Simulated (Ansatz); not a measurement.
# LiY (hypothetical, Pm-3m): phonons against volume, part 2 of 3

Which modes of LiY (hypothetical) drive its thermal expansion? The crystal structure is hypothetical: it was made by swapping elements on a known structure type.

Ansatz 0.2.0; DFT PBEsol, scalar-relativistic, plane waves, PAW.

So far. Step 2 (Probe on a coarse mesh): The start is under 5.4 GPa at this level and looks like a metal on this mesh. Step 5 (Tight relaxation): The residual pressure is 0.0088 GPa, small enough for phonons.

### 6. Lattice dynamics at this volume, V/V0 1

The same q-mesh and k-mesh are kept at every volume, so that much of their error can cancel in the differences.

Contents of input.yaml:

```yaml
crystal:
  lattice:
    - [3.6813043728, 0.0, 0.0]
    - [0.0, 3.6813043728, 0.0]
    - [0.0, 0.0, 3.6813043728]
  atoms:
    - { symbol: "Y", position: [0.5, 0.5, 0.5] }
    - { symbol: Li, position: [0.0, 0.0, 0.0] }
kpoints:
  mp_grid: { grid: [12, 12, 12] }
hamiltonian:
  xc: pbesol
scf:
  occupations: { method: methfessel_paxton, width: 0.15 }
output:
  eigenvalues: true
phonons:
  method: dfpt
  qmesh: [4, 4, 4]
  temperatures: { t_max: 1000, t_step: 50 }
  qpath:
    path:
      - [[0.0, 0.0, 0.0], [0.0, 0.5, 0.0], [0.5, 0.5, 0.0], [0.0, 0.0, 0.0], [0.5, 0.5, 0.5], [0.0, 0.5, 0.0]]
      - [[0.5, 0.5, 0.5], [0.5, 0.5, 0.0]]
    npoints: 10
```

Launch:

```console
ansatz run input.yaml --threads 4 --pin off --max-ram 8192MiB --backend cpu --events-out ev --progress --plain --runs-dir out
```

Numbers of over 12 decimals in the logs are rounded to 6 here.

The log of the run:

```text
[...]
Crystal: 2 atoms, lattice volume = 49.889 Å³
Basis set: ecut = 420 eV, 949 PW (Γ), exchange–correlation on 50×50×50 points (8 copies of the dense FFT grid, shifted against one another)
Bands: 11, of which v1, the nominal top of the filled ones, is band 7 counted from 1 (6 counted from 0)
Symmetry: 48 space group operations
k-points: 84 of 1728
[...]
SCF iter   1: F=—  HF=-3997.767331 eV  |F-HF|=—  |Δ(HF+E_count)|=         —  Δρ=2.28e-3  dr2=1.83e-3  ethr=1.77e-3  ⟨swp⟩=4.4  Hψ=4893  notcnv=0
[...]
SCF iter   7: F=-3997.766295 eV  HF=-3997.766295 eV  |F-HF|=3.64e-12  |Δ(HF+E_count)|=   2.29e-9  S|Δr|=    0.00e0  Δρ=9.50e-8  dr2=2.22e-12  ethr=1.00e-12  ⟨swp⟩=4.1  Hψ=4422  notcnv=0
SCF 1 converged in 7 iterations: F = -3997.766295 eV  dr2 = 2.22e-12
[...]
SCF iter   3: F=-3997.766295 eV  HF=-3997.766295 eV  |F-HF|=2.27e-12  |Δ(HF+E_count)|=  7.73e-12  S|Δr|=    0.00e0  Δρ=1.64e-7  dr2=7.62e-12  ethr=1.00e-12  ⟨swp⟩=1.2  Hψ=2406  notcnv=0
SCF 2 converged in 3 iterations: F = -3997.766295 eV  dr2 = 7.62e-12
phonons: the bands overlap, so this run is a metal and interpolates without the dipole-dipole term. If the crystal is really an insulator or semiconductor, its LO-TO splitting is missing
NSCF: frozen V_eff on 84 k-points
[...]
DFPT response loops at q = (0, 0, 0) (fractional): preconditioner auto → Kerker (q_TF=auto, 2.208 Å⁻¹) (partly filled bands, converged f_vac=0.000); β = 1.00, the filter's whole step (`scf.mixing.beta` (0.50) is not read by the response loops under this deck's `scf.mixing.preconditioner`; to damp them name `kerker` or `kerker_dos`, under which they read `scf.mixing.beta`, and type it under 1.00, their step now; both keys bind the ground state too); Broyden in place of MSR1
[...]
SCF converged after 7 iterations
[...]
Free energy (F): -3997.766295 eV
[...]
Internal energy: -3997.766070 eV  (E = F + TS)
E sigma→0 (E₀):  -3997.766239 eV
Entropy (-TS):   -0.000225 eV (-0.113 meV/atom)
Fermi energy:    6.548104 eV
[...]
--- Band table (eV; the first three rows and the last of 84) ---
  k-point 0: bands = [... 3 lower, -16.2379, -16.2379, 2.2495, 6.4494, 6.4494, 10.4092, 10.4092, 10.4092]
  k-point 1: bands = [... 3 lower, -16.2365, -16.2365, 2.3360, 6.4708, 6.4843, 10.1101, 10.1101, 10.4223]
  k-point 2: bands = [... 3 lower, -16.2327, -16.2327, 2.5840, 6.5022, 6.5830, 9.5745, 9.5745, 10.4587]
  k-point 83: bands = [... 3 lower, -16.4166, -16.4166, 5.6447, 5.6447, 5.6447, 11.1160, 11.1160, 11.1160]
--- Phonons (Γ-DFPT): 2 representative perturbations + reference (Σ response iterations 6) ---
  ASR residual: 5.744e-5 → 0.000e0 eV/Å²; symmetrization residual: 5.103e-7 eV/Å²
  ASR residual per site (eV/Å²): 5.74e-5 1.00e-5
  Γ frequencies (cm⁻¹): 0.00 0.00 0.00 332.10 332.10 332.10
--- Phonons (arbitrary-q DFPT): 10 irreducible q on the 4×4×4 mesh ---
  q = [0.0000, 0.0000, 0.0000] (star 1, of the zone-centre solve; hermiticity 3.91e-7, symmetrization 1.11e-13): -0.00 -0.00 -0.00 332.10 332.10 332.10
  q = [0.0000, 0.0000, 0.2500] (star 6, 4 solved perturbations in 1848 linear systems a pass and spin channel, the states on 588 of 1728 k-point pairs; hermiticity 6.63e-7, symmetrization 1.47e-13): 59.23 59.23 78.30 316.03 327.96 327.96
[...]
q = [0.0000, 0.2500, -0.5000] (star 12, 6 solved perturbations on 588 of 1728 k-point pairs; hermiticity 2.41e-7, symmetrization 9.01e-14): 71.94 74.39 84.25 281.50 298.30 334.82
[...]
sum rule: each row above includes the acoustic sum rule's correction from the zone centre's row sums; it moved no ω² by more than (0.63 cm⁻¹)²
  mesh force constants: q→R imaginary residual 1.94e-18; ASR residual 5.744e-5 → 0.000e0 eV/Å²; symmetrization residual 2.665e-15 eV/Å²
  interpolated dispersion: 62 rows × 6 modes
  density of states and harmonic sums: on the 20×20×20 q-mesh, interpolated from the force constants of a 4×4×4 supercell (no non-analytic term)
  largest difference from the sums on the solved wave vectors: F 1.42e-2 eV, S 1.82e-5 and C_V 4.01e-6 eV/K
  zero-point energy: 0.071458 eV/cell   skipped modes (ω ≤ 0): 3   left out of the sums: 6.25e-5 of the cell's modes: C_V's classical limit lies that fraction below 3 k_B per atom; for a crystal, a wire or a layer, F and S can be off by more, and a phonons.interpolated_qmesh denser along its periods is the remedy for the sampling
```

The job ended after 2.9 min (4 threads of Arm Neoverse V2, shared host; peak memory 1.4 GiB).

Numbers from this step:

- Γ frequencies: 0, 0, 0, 332.1, 332.1, 332.1 cm⁻¹ (negative: imaginary)
- lowest frequency on the path: 0 cm⁻¹
- zero-point energy: 0.07146 eV/cell
- point group: m-3m
- highest frequency: 345.0 cm⁻¹
- Debye temperature from the second moment: 415 K

No LO-TO term. The phonon branches at the labelled points (cm⁻¹):

| point | branch 1 | branch 2 | branch 3 | branch 4 | branch 5 | branch 6 |
| --- | --- | --- | --- | --- | --- | --- |
| Γ | 0 | 0 | 0 | 332 | 332 | 332 |
| halfway | 59 | 59 | 78 | 316 | 328 | 328 |
| X | 84 | 84 | 93 | 276 | 324 | 324 |
| halfway | 72 | 74 | 84 | 282 | 298 | 335 |
| M | 63 | 73 | 73 | 274 | 274 | 345 |
| halfway | 54 | 67 | 97 | 308 | 308 | 330 |
| Γ | 0 | 0 | 0 | 332 | 332 | 332 |
| halfway | 83 | 83 | 83 | 302 | 302 | 314 |
| R | 133 | 133 | 133 | 262 | 262 | 262 |
| halfway | 66 | 95 | 104 | 272 | 299 | 309 |
| X | 84 | 84 | 93 | 276 | 324 | 324 |
| jump to R | 133 | 133 | 133 | 262 | 262 | 262 |
| halfway | 94 | 105 | 105 | 266 | 266 | 309 |
| M | 63 | 73 | 73 | 274 | 274 | 345 |

The phonon branches as a text plot (rows in cm⁻¹):

```
    338 |**        **********   ****                          ***
    323 | *********          ****   ****              ****
    309 |   **    **         *         ****         ***      *
    295 |     *     *     ***            ***       **       *
    280 |      ************                **    **  ***** *
    266 |                                   *********     *******
    252 |
    237 |
    223 |
    208 |
    194 |
    180 |
    165 |
    151 |
    137 |                                     ***         *
    122 |                                   **  ***        *
    108 |                                  **     ***       **
     93 |     ******      *****      *** ***      * ******   **
     79 |   **************     *        ***        *    **    ***
     65 |   **      *********** *   *  *            ****       **
     50 |  *                 ***     **
     36 | **                   *** **
     22 |**                     ** *
      7 |*                       **
         Γ      X      M          Γ            R        X|R     M
```

Tetrahedra on 20 20 20, mean over bins of 5 cm⁻¹. Table of phonon density of states by wavenumber; read off at these points:

| wavenumber (cm⁻¹) | phonon density of states (1/cm⁻¹/cell) |
| --- | --- |
| 2 | 1.0e-5 |
| 18 | 6.9e-4 |
| 38 | 0.00441 |
| 52 | 0.0120 |
| 68 | 0.0632 |
| 82 | 0.0517 |
| 92 | 0.103 |
| 102 | 0.0200 |
| 118 | 0.00805 |
| 132 | 5.9e-4 |
| 152 | 0 |
| 168 | 0 |
| 182 | 0 |
| 198 | 0 |
| 218 | 0 |
| 232 | 0 |
| 248 | 0 |
| 268 | 0.0194 |
| 282 | 0.0534 |
| 298 | 0.0329 |
| 312 | 0.0353 |
| 328 | 0.0831 |
| 332 | 0.0313 |
| 348 | 1.0e-5 |

Harmonic. Thermo, by row:

| T (K) | F_vib (meV/atom) | S (J/mol-atom/K) | C_V (J/mol-atom/K) |
| --- | --- | --- | --- |
| 0 | 35.73 | 0 | 0 |
| 50 | 34.92 | 4.917 | 8.293 |
| 100 | 30.33 | 12.61 | 14.25 |
| 150 | 22.04 | 19.21 | 18.28 |
| 200 | 10.59 | 24.82 | 20.61 |
| 250 | -3.54 | 29.58 | 21.96 |
| 300 | -19.95 | 33.66 | 22.78 |
| 350 | -38.34 | 37.22 | 23.32 |
| 400 | -58.46 | 40.36 | 23.68 |
| 450 | -80.11 | 43.16 | 23.93 |
| 500 | -103.1 | 45.69 | 24.11 |
| 550 | -127.4 | 48 | 24.25 |
| 600 | -152.8 | 50.11 | 24.36 |
| 650 | -179.3 | 52.07 | 24.45 |
| 700 | -206.8 | 53.88 | 24.51 |
| 750 | -235.2 | 55.57 | 24.57 |
| 800 | -264.4 | 57.16 | 24.61 |
| 850 | -294.4 | 58.65 | 24.65 |
| 900 | -325.1 | 60.06 | 24.68 |
| 950 | -356.6 | 61.4 | 24.71 |
| 1000 | -388.8 | 62.67 | 24.73 |

Phonopy on the run's constants, 15x15x15 mesh, Gaussian sigma 2.7 cm⁻¹. Modes against wavenumber; read off at these points; values in 1/cm⁻¹/cell:

| wavenumber (cm⁻¹) | Li | Y |
| --- | --- | --- |
| -10.0 | 0 | 0 |
| 0.0 | 1.0e-5 | 1.2e-4 |
| 10.0 | 4.8e-6 | 4.3e-5 |
| 20.0 | 7.3e-5 | 9.4e-4 |
| 30.0 | 1.8e-4 | 0.00249 |
| 40.0 | 3.0e-4 | 0.00450 |
| 50.0 | 5.4e-4 | 0.00897 |
| 60.0 | 0.00154 | 0.0377 |
| 70.0 | 0.00154 | 0.0552 |
| 80.0 | 0.00134 | 0.0505 |
| 90.0 | 0.00122 | 0.0780 |
| 91.4 | 0.0012 | 0.0863 |
| 100.0 | 3.9e-4 | 0.0281 |
| 110.0 | 1.7e-4 | 0.0133 |
| 120.0 | 5.8e-5 | 0.00707 |
| 130.0 | 6.2e-6 | 0.00229 |
| 140.0 | 0 | 7.8e-6 |
| 150.0 | 0 | 0 |
| 160.0 | 0 | 0 |
| 170.0 | 0 | 0 |
| 180.0 | 0 | 0 |
| 190.0 | 0 | 0 |
| 200.0 | 0 | 0 |
| 210.0 | 0 | 0 |
| 220.0 | 0 | 0 |
| 230.0 | 0 | 0 |
| 240.0 | 0 | 0 |
| 250.0 | 0 | 0 |
| 260.0 | 0.00326 | 3.5e-5 |
| 270.0 | 0.0250 | 7.7e-4 |
| 280.0 | 0.0439 | 0.00168 |
| 287.1 | 0.0480 | 0.00143 |
| 290.0 | 0.0345 | 0.00104 |
| 300.0 | 0.0335 | 8.4e-4 |
| 310.0 | 0.0316 | 7.7e-4 |
| 320.0 | 0.0500 | 0.00101 |
| 327.2 | 0.0715 | 0.00176 |
| 330.0 | 0.0581 | 0.00147 |
| 340.0 | 0.0102 | 1.2e-5 |
| 350.0 | 1.8e-4 | 0 |
| 360.0 | 0 | 0 |

No LO-TO term. Modes at Γ, with each element's share of the kinetic energy:

| mode | frequency (cm⁻¹) | symmetry | Y % | Li % |
| --- | --- | --- | --- | --- |
| 1 | 0.0 | T1u | 93 | 7 |
| 2 | 0.0 | T1u | 93 | 7 |
| 3 | 0.0 | T1u | 93 | 7 |
| 4 | 332.1 | T1u | 7 | 93 |
| 5 | 332.1 | T1u | 7 | 93 |
| 6 | 332.1 | T1u | 7 | 93 |

Displacements in mode 4 (332.1 cm⁻¹), the largest set to 1:
```
Y1  -0.08  0.00  0.00
Li2  1.00  0.00  0.00
```

No mode is imaginary beyond numerical noise at the solved wavevectors.

### 7. A cell at another volume, V/V0 1.015

Symmetry fixes every atom, so a single point at the scaled cell gives the energy and pressure of this member.

The cell differs from the one that the last finished run ended in (a 3.681 → 3.700 Å, b 3.681 → 3.700 Å, c 3.681 → 3.700 Å).

input.yaml, the sections that differ from step 6:

```yaml
crystal:
  lattice:
    - [3.6996196215, 0.0, 0.0]
    - [0.0, 3.6996196215, 0.0]
    - [0.0, 0.0, 3.6996196215]
  atoms:
    - { symbol: "Y", position: [0.5, 0.5, 0.5] }
    - { symbol: Li, position: [0.0, 0.0, 0.0] }
output:
  forces: true
  stress: true
  eigenvalues: true
# kpoints, hamiltonian, scf: as in step 6
# phonons: removed
```

The log of the run:

```text
[...]
Crystal: 2 atoms, lattice volume = 50.637 Å³
Basis set: ecut = 420 eV, 1021 PW (Γ), exchange–correlation on 50×50×50 points (8 copies of the dense FFT grid, shifted against one another)
Bands: 11, of which v1, the nominal top of the filled ones, is band 7 counted from 1 (6 counted from 0)
Symmetry: 48 space group operations
[...]
k-points: 84 of 1728
[...]
SCF iter   1: F=—  HF=-3997.766266 eV  |F-HF|=—  |Δ(HF+E_count)|=         —  Δρ=2.23e-3  dr2=1.79e-3  ethr=1.77e-3  ⟨swp⟩=4.4  Hψ=4879  notcnv=0
[...]
SCF iter   5: F=-3997.765221 eV  HF=-3997.765221 eV  |F-HF|=1.57e-8  |Δ(HF+E_count)|=   6.24e-7  S|Δr|=    0.00e0  Δρ=1.05e-5  dr2=3.53e-8  ethr=7.14e-10  ⟨swp⟩=3.1  Hψ=3522  notcnv=0
SCF 1 converged in 5 iterations: F = -3997.765221 eV  dr2 = 3.53e-8
[...]
SCF converged after 5 iterations
[...]
Free energy (F): -3997.765221 eV
[...]
Internal energy: -3997.764801 eV  (E = F + TS)
E sigma→0 (E₀):  -3997.765116 eV
Entropy (-TS):   -0.000420 eV (-0.210 meV/atom)
Fermi energy:    6.424150 eV
[...]
--- Stress (GPa, compression-positive) ---
       -0.463633       0.000000       0.000000
        0.000000      -0.463633       0.000000
        0.000000       0.000000      -0.463633
  P = ⅓ Tr σ = -0.4636 GPa (-4.636 kbar)
--- Band table (eV; the first three rows and the last of 84) ---
  k-point 0: bands = [... 3 lower, -16.4078, -16.4078, 2.1418, 6.3326, 6.3326, 10.2200, 10.2200, 10.2200]
  k-point 1: bands = [... 3 lower, -16.4065, -16.4065, 2.2274, 6.3526, 6.3669, 9.9294, 9.9294, 10.2328]
  k-point 2: bands = [... 3 lower, -16.4028, -16.4028, 2.4727, 6.3797, 6.4640, 9.4055, 9.4055, 10.2683]
  k-point 83: bands = [... 3 lower, -16.5777, -16.5777, 5.5421, 5.5421, 5.5421, 10.9067, 10.9067, 10.9067]
```

Run time: 0.67 s. Hardware: 4 threads; peak memory 0.35 GiB.

Numbers from this step:

```yaml
pressure: -0.4636 GPa
volume_per_atom: 25.32 Å³
```

The run ends at a pressure of -0.46 GPa.

### 8. Lattice dynamics at this volume, V/V0 1.015

The same q-mesh and k-mesh are kept at every volume, so that much of their error can cancel in the differences.

input.yaml, the sections that differ from step 7:

```yaml
output:
  eigenvalues: true
phonons:
  method: dfpt
  qmesh: [4, 4, 4]
  temperatures: { t_max: 1000, t_step: 50 }
  qpath:
    path:
      - [[0.0, 0.0, 0.0], [0.0, 0.5, 0.0], [0.5, 0.5, 0.0], [0.0, 0.0, 0.0], [0.5, 0.5, 0.5], [0.0, 0.5, 0.0]]
      - [[0.5, 0.5, 0.5], [0.5, 0.5, 0.0]]
    npoints: 10
# crystal, kpoints, hamiltonian, scf: as in step 7
```

The log of the run:

```text
[...]
Crystal: 2 atoms, lattice volume = 50.637 Å³
Basis set: ecut = 420 eV, 1021 PW (Γ), exchange–correlation on 50×50×50 points (8 copies of the dense FFT grid, shifted against one another)
Bands: 11, of which v1, the nominal top of the filled ones, is band 7 counted from 1 (6 counted from 0)
Symmetry: 48 space group operations
k-points: 84 of 1728
[...]
k-point 83: bands = [... 3 lower, -16.5775, -16.5775, 5.5421, 5.5421, 5.5421, 10.9067, 10.9067, 10.9067]
[...]
ASR residual: 7.625e-5 → 0.000e0 eV/Å²; symmetrization residual: 5.381e-7 eV/Å²
  ASR residual per site (eV/Å²): 7.62e-5 1.12e-5
  Γ frequencies (cm⁻¹): 0.00 0.00 0.00 327.16 327.16 327.16
--- Phonons (arbitrary-q DFPT): 10 irreducible q on the 4×4×4 mesh ---
[...]
interpolated dispersion: 62 rows × 6 modes
[...]
[key lines of the parts left out:]
SCF converged after 7 iterations
Free energy (F): -3997.765221 eV
Fermi energy:    6.424176 eV
```

Wall time 2.9 min (4 threads); peak memory 1.4 GiB; 11 min of CPU time.

No LO-TO term. Phonon branches along the path, in cm⁻¹:

| point | branch 1 | branch 2 | branch 3 | branch 4 | branch 5 | branch 6 |
| --- | --- | --- | --- | --- | --- | --- |
| Γ | 0 | 0 | 0 | 327 | 327 | 327 |
| halfway | 59 | 59 | 77 | 312 | 323 | 323 |
| X | 83 | 83 | 91 | 273 | 320 | 320 |
| halfway | 72 | 74 | 83 | 277 | 294 | 330 |
| M | 63 | 72 | 72 | 269 | 269 | 340 |
| halfway | 54 | 67 | 95 | 303 | 304 | 326 |
| Γ | 0 | 0 | 0 | 327 | 327 | 327 |
| halfway | 82 | 82 | 82 | 298 | 298 | 310 |
| R | 130 | 130 | 130 | 258 | 258 | 258 |
| halfway | 66 | 93 | 102 | 268 | 295 | 304 |
| X | 83 | 83 | 91 | 273 | 320 | 320 |
| jump to R | 130 | 130 | 130 | 258 | 258 | 258 |
| halfway | 94 | 104 | 104 | 262 | 262 | 305 |
| M | 63 | 72 | 72 | 269 | 269 | 340 |

The phonon branches as a text plot (rows in cm⁻¹):

```
    333 |**        **********    ***                          ***
    319 | *********          ****  *****              ****
    305 |   **    **         *         ****         ***      *
    291 |     *     *     ***            ***       **       *
    277 |      ******** ***                **    **  ***** *
    262 |              *                    *********     *******
    248 |
    234 |
    220 |
    206 |
    192 |
    177 |
    163 |
    149 |
    135 |                                     ***         *
    121 |                                   **  ***        *
    106 |                                  **     ***       **
     92 |     ******      *****      *** ***      * ******   **
     78 |   **************     *        ***        *    **    ***
     64 |   **      *********** *   *  *            ****       **
     50 |  *                 ***     **
     35 | **                   *** **
     21 |**                     ** *
      7 |*                       **
         Γ      X      M          Γ            R        X|R     M
```

No mode is imaginary beyond numerical noise at the solved wavevectors. The highest zone-centre mode (no LO–TO term) moved by -1.5 % for a volume change of +1.5 %.

### 9. Single point at a scaled cell, V/V0 0.985

Symmetry fixes every atom, so a single point at the scaled cell gives the energy and pressure of this member.

The cell differs from the one that the last finished run ended in (a 3.700 → 3.663 Å, b 3.700 → 3.663 Å, c 3.700 → 3.663 Å).

input.yaml, the sections that differ from step 8:

```yaml
crystal:
  lattice:
    - [3.6628050437, 0.0, 0.0]
    - [0.0, 3.6628050437, 0.0]
    - [0.0, 0.0, 3.6628050437]
  atoms:
    - { symbol: "Y", position: [0.5, 0.5, 0.5] }
    - { symbol: Li, position: [0.0, 0.0, 0.0] }
output:
  forces: true
  stress: true
  eigenvalues: true
# kpoints, hamiltonian, scf: as in step 8
# phonons: removed
```

The log of the run:

```text
[...]
Crystal: 2 atoms, lattice volume = 49.141 Å³
Basis set: ecut = 420 eV, 949 PW (Γ), exchange–correlation on 50×50×50 points (8 copies of the dense FFT grid, shifted against one another)
Bands: 11, of which v1, the nominal top of the filled ones, is band 7 counted from 1 (6 counted from 0)
Symmetry: 48 space group operations
[...]
k-points: 84 of 1728
[...]
--- Band table (eV; the first three rows and the last of 84) ---
  k-point 0: bands = [... 3 lower, -16.0641, -16.0641, 2.3609, 6.5692, 6.5692, 10.6034, 10.6034, 10.6034]
  k-point 1: bands = [... 3 lower, -16.0626, -16.0626, 2.4486, 6.5921, 6.6046, 10.2955, 10.2955, 10.6169]
  k-point 2: bands = [... 3 lower, -16.0586, -16.0586, 2.6992, 6.6280, 6.7051, 9.7479, 9.7479, 10.6541]
  k-point 83: bands = [... 3 lower, -16.2520, -16.2520, 5.7501, 5.7501, 5.7501, 11.3321, 11.3321, 11.3321]
[key lines of the parts left out:]
SCF converged after 5 iterations
Free energy (F): -3997.765088 eV
Fermi energy:    6.675555 eV
P = ⅓ Tr σ = 0.5136 GPa (5.136 kbar)
```

The job ended after 0.65 s (4 threads; peak memory 0.35 GiB).

The run ends at a pressure of 0.51 GPa.

### 10. Phonons, V/V0 0.985

The same q-mesh and k-mesh are kept at every volume, so that much of their error can cancel in the differences.

input.yaml, the sections that differ from step 9:

```yaml
output:
  eigenvalues: true
phonons:
  method: dfpt
  qmesh: [4, 4, 4]
  temperatures: { t_max: 1000, t_step: 50 }
  qpath:
    path:
      - [[0.0, 0.0, 0.0], [0.0, 0.5, 0.0], [0.5, 0.5, 0.0], [0.0, 0.0, 0.0], [0.5, 0.5, 0.5], [0.0, 0.5, 0.0]]
      - [[0.5, 0.5, 0.5], [0.5, 0.5, 0.0]]
    npoints: 10
# crystal, kpoints, hamiltonian, scf: as in step 9
```

The log of the run:

```text
[...]
Crystal: 2 atoms, lattice volume = 49.141 Å³
Basis set: ecut = 420 eV, 949 PW (Γ), exchange–correlation on 50×50×50 points (8 copies of the dense FFT grid, shifted against one another)
Bands: 11, of which v1, the nominal top of the filled ones, is band 7 counted from 1 (6 counted from 0)
Symmetry: 48 space group operations
k-points: 84 of 1728
[...]
k-point 83: bands = [... 3 lower, -16.2517, -16.2517, 5.7501, 5.7501, 5.7501, 11.3321, 11.3321, 11.3321]
[...]
ASR residual: 4.653e-5 → 0.000e0 eV/Å²; symmetrization residual: 6.237e-7 eV/Å²
  ASR residual per site (eV/Å²): 4.65e-5 1.05e-6
  Γ frequencies (cm⁻¹): 0.00 0.00 0.00 337.12 337.12 337.12
--- Phonons (arbitrary-q DFPT): 10 irreducible q on the 4×4×4 mesh ---
[...]
interpolated dispersion: 62 rows × 6 modes
[...]
[key lines of the parts left out:]
SCF converged after 7 iterations
Free energy (F): -3997.765088 eV
Fermi energy:    6.675614 eV
```

Elapsed: 2.8 min, on 4 threads; peak memory 1.4 GiB; 11 min of CPU time.

No mode is imaginary beyond numerical noise at the solved wavevectors. The highest zone-centre mode (no LO–TO term) moved by +1.5 % for a volume change of -1.5 %.

[end of part 2 of 3]

[Logs are printed without paths, hosts, clocks, repeated set-up lines and the standing remarks that a program may print on its own settings, such as how far it seeks lower states.]

[Hosts, paths, dates, database ids (printed as entryN), source tags and the programs' standing remarks are cut or masked in the printed files.]

[A step with changed settings may run another functional than the one named; its input shows which.]


